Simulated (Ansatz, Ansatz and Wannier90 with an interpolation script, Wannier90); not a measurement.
Rows from a G0W0 calculation on AlN (F-43m) (Ansatz 0.2.0; G0W0 on LDA, plane waves, PAW; 10×10×10 mesh, 95 empty bands, screening to 160 eV), in eV. Spin-orbit coupling is left out.

```tsv
row	k	band	start	Σx	Σc at the solution	Vxc
A	Γ	v1	6.676	-21.657	2.992	-17.851
B	(0.000, -0.500, -0.500)	v1	4.891	-21.137	3.416	-16.745
C	(0.000, -0.500, -0.500)	c1	9.920	-5.982	-3.902	-10.591
D	Γ	c1	10.905	-9.999	-3.955	-14.769
E	(0.000, -0.500, -0.500)	v3	1.730	-20.264	4.331	-14.907
```

Work out each quasiparticle level and how far it moved.

The quasiparticle equation reads E = start + Σx + Σc(E) − Vxc.

```tsv
row	E (eV)	shift (eV)
A	5.862	−0.814
B	3.914	−0.976
C	10.627	+0.707
D	11.720	+0.815
E	0.705	−1.025
```

Limits: not at the basis limit.

[Paths, hosts, dates, memory and timing lines, banners, echoed tables and standing remarks are left out of the program output.]

[Logs are printed without paths, hosts, clocks, repeated set-up lines and the standing remarks that a program may print on its own settings, such as how far it seeks lower states.]

[Runs of the session that timed out or met a known fault of the program may be left out.]

[Hosts, paths, dates, database ids (printed as entryN), source tags and the programs' standing remarks are cut or masked in the printed files.]
